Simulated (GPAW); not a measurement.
# Near-edge structure at the Si K edge of diamond-type (Si)₁₋ₓ(Ge)ₓ at x = 0.25, part 3 of 3

Aim: the Si K edge in diamond-type (Si)₁₋ₓ(Ge)ₓ at x = 0.25, one member of a composition series.

GPAW 26.7.0; X-ray absorption from dipole matrix elements to empty bands, plane-wave PAW PBE.

So far. Step 5 (Spectrum with XCH, Si atom 3): Main maxima below 24 eV (height): 1.7 eV (1.39), 3.7 eV (1.81), 6.9 eV (1.35), 9.6 eV (1.15), 12.9 eV (1.11) and 17.5 eV (0.82). A K edge sees empty p states on the absorber. Step 5 (Spectrum with XCH, Si atom 3): The total-energy difference is 1851.65 eV. One term is added: -14.97 eV, since the hole is spin-paired here and a spin-polarised one costs that much less in the free atom (computed apart). The photon energy is then 1836.68 eV.

### Step 7. Spectrum with XCH, Ge atom 1

The holes are 7.8 Å apart. The excited electron is kept in the cell, where it fills the lowest empty states and screens the hole. After the field has converged, empty bands are computed with the density fixed and the dipole matrix elements are summed.

The absorber has 2 Si at 2.39 Å, 1 Si at 2.40 Å and 1 Ge at 2.44 Å (tetrahedral).

Input file xas.py:

```python
import numpy as np
from ase import Atoms
from ase.parallel import parprint, paropen
from gpaw import GPAW, PW, FermiDirac, Mixer, MixerDif, setup_paths
from gpaw.test import gen
setup_paths.insert(0, '.')
gen('Ge', name='fch1s', xcname='PBE', corehole=(1, 0, 1), write_xml=True)
from gpaw.mpi import world
world.barrier()

atoms = Atoms('GeSi4GeSi2GeSi2GeSi4',
    cell=[[0, 5.48775, 5.48775],
     [5.48775, 0, 5.48775],
     [5.48775, 5.48775, 0]],
    scaled_positions=[[0.9981364, 0.0062648, 0.9984853],
     [0.1217417, 0.126827, 0.1310746],
     [0.004387, 0.9988047, 0.5011508],
     [0.1260387, 0.1298417, 0.6202109],
     [0.9986172, 0.4969494, 0.0009137],
     [0.1255555, 0.6216475, 0.1273079],
     [0.9970905, 0.5014975, 0.5054808],
     [0.124736, 0.6253385, 0.6273997],
     [0.498416, 0.9982925, 0.0044763],
     [0.621389, 0.1282943, 0.1281743],
     [0.4979154, 0.9992005, 0.4984111],
     [0.6263179, 0.1274525, 0.619836],
     [0.5038265, 0.4985207, 0.9985852],
     [0.6267886, 0.6200299, 0.1259113],
     [0.4979178, 0.5055975, 0.4975027],
     [0.6237928, 0.6256214, 0.6250185]],
    pbc=True)
atoms.calc = calc = GPAW(legacy_gpaw=True, mode=PW(400, force_complex_dtype=True), xc='PBE', setups={0: 'fch1s'},
    kpts={'size': (3, 3, 3), 'gamma': True}, occupations=FermiDirac(0.04),
    charge=-1, mixer=Mixer(0.1, 5, 50), maxiter=150,
    convergence={'density': 0.0001, 'eigenstates': 1e-6}, txt='scf.txt')
energy = atoms.get_potential_energy() + calc.get_reference_energy()
ef = calc.get_fermi_level()
out = dict(energy=energy, fermi=ef, forces=atoms.get_forces().tolist())
parprint(f'all-electron energy {energy:.4f} eV, Fermi level {ef:.4f} eV')
ev = np.array([[calc.get_eigenvalues(k, s) for k in range(len(calc.get_ibz_k_points()))] for s in range(calc.get_number_of_spins())])
out['homo'], out['lumo'], out['counts'] = ev[ev < ef].max(), ev[ev > ef].min(), sorted(set((ev < ef).sum((0, 2)).tolist()))
out['filled'] = (ev[:, 0] < ef).sum(1).tolist()

from ase.units import Ha
from gpaw.xas import dipole_matrix_elements
nb = int(calc.get_number_of_electrons() / 2) + 169
top, nb = nb, nb + 8 + nb // 12
nscf = calc.fixed_density(kpts={'size': (4, 4, 4), 'gamma': True}, nbands=nb,
    convergence={'bands': top, 'eigenstates': 5e-3}, maxiter=60, txt='nscf.txt')
cell = atoms.cell.array
ops = [cell.T @ U.T @ np.linalg.inv(cell.T) for U in nscf.wfs.kd.symmetry.op_scc]
filled = [32]  # bands filled in the ground state, by spin
E = np.arange(-6, 30, 0.1)
fwhm = np.interp(E, [4, 25], [1.96, 3.5])
Y, X, zero, highest = 0, 0, 1e9, 1e9
for spin in range(nscf.get_number_of_spins()):
    wfs = nscf.wfs
    mine = wfs.bd.get_slice()  # this rank's bands
    A = dipole_matrix_elements(wfs.setups[0])
    eps = np.zeros((wfs.kd.nibzkpts, nb))
    d = np.zeros((3, A.shape[1], wfs.kd.nibzkpts, nb), complex)
    for kpt in wfs.kpt_u:
        if kpt.s == spin and 0 in kpt.P_ani:
            eps[kpt.k, mine] = kpt.eps_n * Ha
            d[:, :, kpt.k, mine] = (kpt.weight * wfs.nspins / 2) ** 0.5 * np.inner(A, kpt.P_ani[0])
    world.sum(eps)
    world.sum(d)
    T = np.einsum('amkn,bmkn->abkn', d, d.conj()).real
    T = sum(np.einsum('ai,ijkn,bj->abkn', R, T, R) for R in ops) / len(ops)
    empty = np.ones_like(eps, bool) & (np.arange(nb) >= filled[spin])
    zero, highest = min(zero, eps[empty].min()), min(highest, eps[:, top - 1].min())
    lines = [(eps, T, empty)] if spin == 0 else lines + [(eps, T, empty)]
for eps, T, empty in lines:
    f = np.einsum('aakn->akn', T).reshape(3, -1)
    x = eps.ravel() - zero
    w = np.interp(x, E, fwhm) / 2.35482
    g = np.exp(-0.5 * ((E[:, None] - x) / w) ** 2) / (w * (2 * np.pi) ** 0.5)
    Y = Y + (f * empty.ravel()) @ g.T
    X = X + (f * ~empty.ravel()) @ g.T
out.update(E=E.round(2).tolist(), xas=Y.tolist(), xes=X.tolist(), zero=zero, valid=highest - zero, nk=len(eps), nb=nb)
for i in range(0, len(E), 10):
    parprint(f'{E[i]:7.2f}', *(f'{v:10.3e}' for v in Y[:, i]))
import json
with paropen('out.json', 'w') as f:
    json.dump(out, f)
```

Started as:

```console
$ OMP_NUM_THREADS=1 mpirun -n 4 gpaw python xas.py
```

Numbers of over 12 decimals in the logs are rounded to 6 here.

Log:

```text
Input parameters:
  charge: -1
  convergence: {density: 0.0001,
                eigenstates: 1e-06}
  kpts: {gamma: True,
         size: (3, 3, 3)}
  maxiter: 150
  mixer: {backend: pulay,
          beta: 0.1,
          method: separate,
          nmaxold: 5,
          weight: 50}
  mode: {ecut: 400.0,
         force_complex_dtype: True,
         name: pw}
  occupations: {fixmagmom: False,
[...]
*p    :     0.508041
*d    :     0.000000
--------------------------------

Diagonalizing with gridspacing h=0.050

state   all-electron     PAW
-------------------------------
4s:      -0.845500    -0.845875
4p:      -0.491959    -0.492291
*d:                   -0.121656
*f:                   -0.021492
-------------------------------
all-electron energy -311971.0647 eV, Fermi level 6.1151 eV
[...]
28.00  1.346e-07  1.350e-07  1.351e-07
  29.00  1.263e-07  1.264e-07  1.265e-07
[key lines of the parts left out:]
Converged after 18 iterations.
Dipole moment: (-24.767693, -23.990026, -24.280053) |e|*Ang
Free energy:    -91.407732
Fermi level: 6.11508
```

Elapsed: 4.5 min, on 4 MPI ranks of Intel Xeon Platinum 8259CL at 2.50GHz (Skylake/Cascade Lake), shared host; peak memory 0.64 GiB; 18 min of CPU time.

The Ge K spectrum, Ge atom 1, excited-electron core hole (neutral cell) (energy from the bottom of the conduction band, which holds the excited electron; intensity scaled to a mean of 1 over the first 20 eV):

| E (eV) | isotropic | ε ∥ x | ε ∥ y |
| --- | --- | --- | --- |
| -2.0 | 0.00 | 0.00 | 0.00 |
| -1.5 | 0.01 | 0.01 | 0.01 |
| -1.0 | 0.02 | 0.02 | 0.03 |
| -0.5 | 0.08 | 0.07 | 0.08 |
| 0.0 | 0.19 | 0.18 | 0.20 |
| 0.5 | 0.38 | 0.37 | 0.39 |
| 1.0 | 0.62 | 0.60 | 0.62 |
| 1.5 | 0.85 | 0.85 | 0.86 |
| 2.0 | 1.06 | 1.06 | 1.05 |
| 2.5 | 1.21 | 1.24 | 1.20 |
| 3.0 | 1.35 | 1.39 | 1.32 |
| 3.5 | 1.43 | 1.48 | 1.41 |
| 4.0 | 1.44 | 1.48 | 1.42 |
| 4.5 | 1.36 | 1.38 | 1.36 |
| 5.0 | 1.23 | 1.22 | 1.24 |
| 5.5 | 1.10 | 1.07 | 1.11 |
| 6.0 | 1.02 | 0.98 | 1.03 |
| 6.5 | 1.02 | 0.99 | 1.04 |
| 7.0 | 1.07 | 1.04 | 1.08 |
| 7.5 | 1.09 | 1.06 | 1.10 |
| 8.0 | 1.05 | 1.02 | 1.06 |
| 8.5 | 0.99 | 0.96 | 1.00 |
| 9.0 | 0.97 | 0.95 | 0.98 |
| 9.5 | 0.99 | 0.99 | 1.00 |
| 10.0 | 1.03 | 1.03 | 1.02 |
| 10.5 | 1.04 | 1.06 | 1.03 |
| 11.0 | 1.04 | 1.06 | 1.03 |
| 11.5 | 1.04 | 1.06 | 1.04 |
| 12.0 | 1.06 | 1.07 | 1.05 |
| 12.5 | 1.07 | 1.08 | 1.07 |
| 13.0 | 1.07 | 1.09 | 1.07 |
| 13.5 | 1.06 | 1.08 | 1.05 |
| 14.0 | 1.03 | 1.05 | 1.02 |
| 14.5 | 0.99 | 1.01 | 0.98 |
| 15.0 | 0.94 | 0.95 | 0.93 |
| 15.5 | 0.89 | 0.91 | 0.88 |
| 16.0 | 0.86 | 0.88 | 0.85 |
| 16.5 | 0.85 | 0.87 | 0.83 |
| 17.0 | 0.85 | 0.88 | 0.84 |
| 17.5 | 0.87 | 0.89 | 0.86 |
| 18.0 | 0.88 | 0.88 | 0.87 |
| 18.5 | 0.86 | 0.86 | 0.87 |
| 19.0 | 0.84 | 0.82 | 0.85 |
| 19.5 | 0.81 | 0.78 | 0.82 |
| 20.0 | 0.78 | 0.76 | 0.79 |
| 20.5 | 0.76 | 0.74 | 0.77 |
| 21.0 | 0.74 | 0.73 | 0.75 |
| 21.5 | 0.73 | 0.73 | 0.74 |
| 22.0 | 0.72 | 0.72 | 0.72 |
| 22.5 | 0.70 | 0.70 | 0.70 |
| 23.0 | 0.68 | 0.68 | 0.68 |
| 23.5 | 0.67 | 0.66 | 0.67 |
| 24.0 | 0.67 | 0.66 | 0.68 |
| 24.5 | 0.70 | 0.69 | 0.70 |
| 25.0 | 0.74 | 0.73 | 0.74 |
| 25.5 | 0.80 | 0.80 | 0.80 |
| 26.0 | 0.86 | 0.86 | 0.86 |
| 26.5 | 0.92 | 0.92 | 0.92 |

Main maxima below 26 eV (height): 3.8 eV (1.45), 7.4 eV (1.09), 12.8 eV (1.08) and 18.0 eV (0.88). 

The energy difference (zero at 11138 eV) isn't read as a photon energy: for so heavy an absorber the terms left out (the hole's spin, the functional's error) amount to tens of eV or more.

### Step 8. Summary of results

- absorber and edge: Si K, atom 3 of the ground-state input (counted from 1)
- surroundings: 1 Si at 2.35 Å, 1 Si at 2.36 Å, 1 Si at 2.37 Å and 1 Ge at 2.40 Å (tetrahedral)
- highest intensity below 16 eV: 3.7 eV above the zero, height 1.81
- photon energy of the zero, with the added terms: 1836.7 eV (raw 1851.7 eV; uncertain by a few eV)

The Si K edge of atom 3, with 1 Si at 2.35 Å, 1 Si at 2.36 Å, 1 Si at 2.37 Å and 1 Ge at 2.40 Å (tetrahedral), has its highest intensity of the first 16 eV at 3.7 eV above the zero, near 1840 eV in photon energy (uncertain by a few eV), 1.8 times the mean level of the first 20 eV (Gaussian full width 0.9 eV up to 4 eV, rising linearly to 3.5 eV at 25 eV). The mesh is coarse (0.25 Å⁻¹ between points), so small maxima may be mesh ripples.

[Banner, clock and machine lines of the logs are left out without a mark of their own.]

[Logs are printed without paths, hosts, clocks, repeated set-up lines and the standing remarks that a program may print on its own settings, such as how far it seeks lower states.]

[Hosts, paths, dates, database ids (printed as entryN), source tags and the programs' standing remarks are cut or masked in the printed files.]

[Lists of maxima count a maximum above −3 eV only where it reaches 4 % of the highest in the window and stands out from its surroundings by 2 % of it (1.5 % where it reaches 55 %); shoulders and weaker maxima are passed over, and of the rest the first, up to two pre-edge ones and the few strongest are named.]
